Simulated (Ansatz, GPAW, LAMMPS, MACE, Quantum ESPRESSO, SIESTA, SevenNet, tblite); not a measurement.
**Other levels on glassy 39BaO-61TiO2 (mol %) (94 atoms)**

Density of this cell: 4.47 g/cm³. The cell holds 94 atoms: 14 Ba, 22 Ti and 58 O. Cell: a = 11.321 Å, b = 11.321 Å, c = 11.321 Å, α = 90.0°, β = 90.0°, γ = 90.0°. 94 atoms (14 Ba, 22 Ti, 58 O) placed at random at 4.7 g/cm³, melted at 4000 K for 10 ps at fixed volume with the Morse and Coulomb pair potential with partial charges (Pedone, Malavasi, Menziani, Cormack and Segre, J. Phys. Chem. B 110, 11780 (2006)). Quenched from 4000 K to 300 K at 50 K/ps and fixed volume, held 10 ps at zero pressure, then minimised at fixed cell.

Geometry: as built.

The reference, a calculation:

- method: Kohn-Sham DFT, PBE, PAW, plane waves (Ansatz 0.2.0); cutoff 420 eV, Γ point, fermi-dirac smearing of 0.05 eV; PAW set soft_2
- r.m.s. force component: 0.7246 eV/Å
- longest force: 2.6 eV/Å
- pressure: 2.931 GPa
- gap (highest filled to lowest empty level): 2.473 eV
- SCF cycles: 12
- time: 39 s on 4 threads of Arm Neoverse V1, shared host
- CPU time: 2.4 min

Runs, in no order:
A. QE PBE, sssp-1.3.0-efficiency, 60/480 Ry: Kohn-Sham DFT, PBE, SSSP efficiency 1.3.0 pseudopotentials, plane waves
B. SIESTA PBE, DZP, shift 0.01 Ry, mesh 500 Ry: Kohn-Sham DFT, PBE, PseudoDojo 0.4.1 norm-conserving pseudopotentials (converted to PSML), numerical atomic orbitals (DZP), diagonalisation
C. SevenNet l3i5 potential: machine-learned interatomic potential SevenNet l3i5, trained on PBE(+U) plane-wave data
D. SIESTA PBE, SZ, shift 0.02 Ry, mesh 500 Ry: Kohn-Sham DFT, PBE, PseudoDojo 0.4.1 norm-conserving pseudopotentials (converted to PSML), numerical atomic orbitals (SZ), diagonalisation
E. MACE MP-0b2 small potential: machine-learned interatomic potential MACE MP-0b2 small, trained on PBE(+U) plane-wave data

Q: Order them from the smallest to the largest r.m.s. force difference.

A, C, E, B, D.

| run | Δ force, r.m.s. (meV/Å) | share of r.m.s. force (%) | CPU time |
| --- | --- | --- | --- |
| A. QE PBE, sssp-1.3.0-efficiency, 60/480 Ry | 19.7 | 2.71 | 43 min |
| C. SevenNet l3i5 potential | 81.6 | 11.3 | 11 s |
| E. MACE MP-0b2 small potential | 116 | 16.0 | 7.2 s |
| B. SIESTA PBE, DZP, shift 0.01 Ry, mesh 500 Ry | 203 | 28.1 | 8.3 min |
| D. SIESTA PBE, SZ, shift 0.02 Ry, mesh 500 Ry | 578 | 79.7 | 2.4 min |

Machine-learned potentials mimic data converged in k, so the reference's own k-point error enters their differences. The network of bonds at the start is that of the classical potential that made the cell, and needn't be the one that DFT or experiment would give. The electronic-structure runs sample only Γ, in a cell whose shortest periodic width is 11 Å.

[Hosts, paths, dates, database ids (printed as entryN), source tags and the programs' standing remarks are cut or masked in the printed files.]
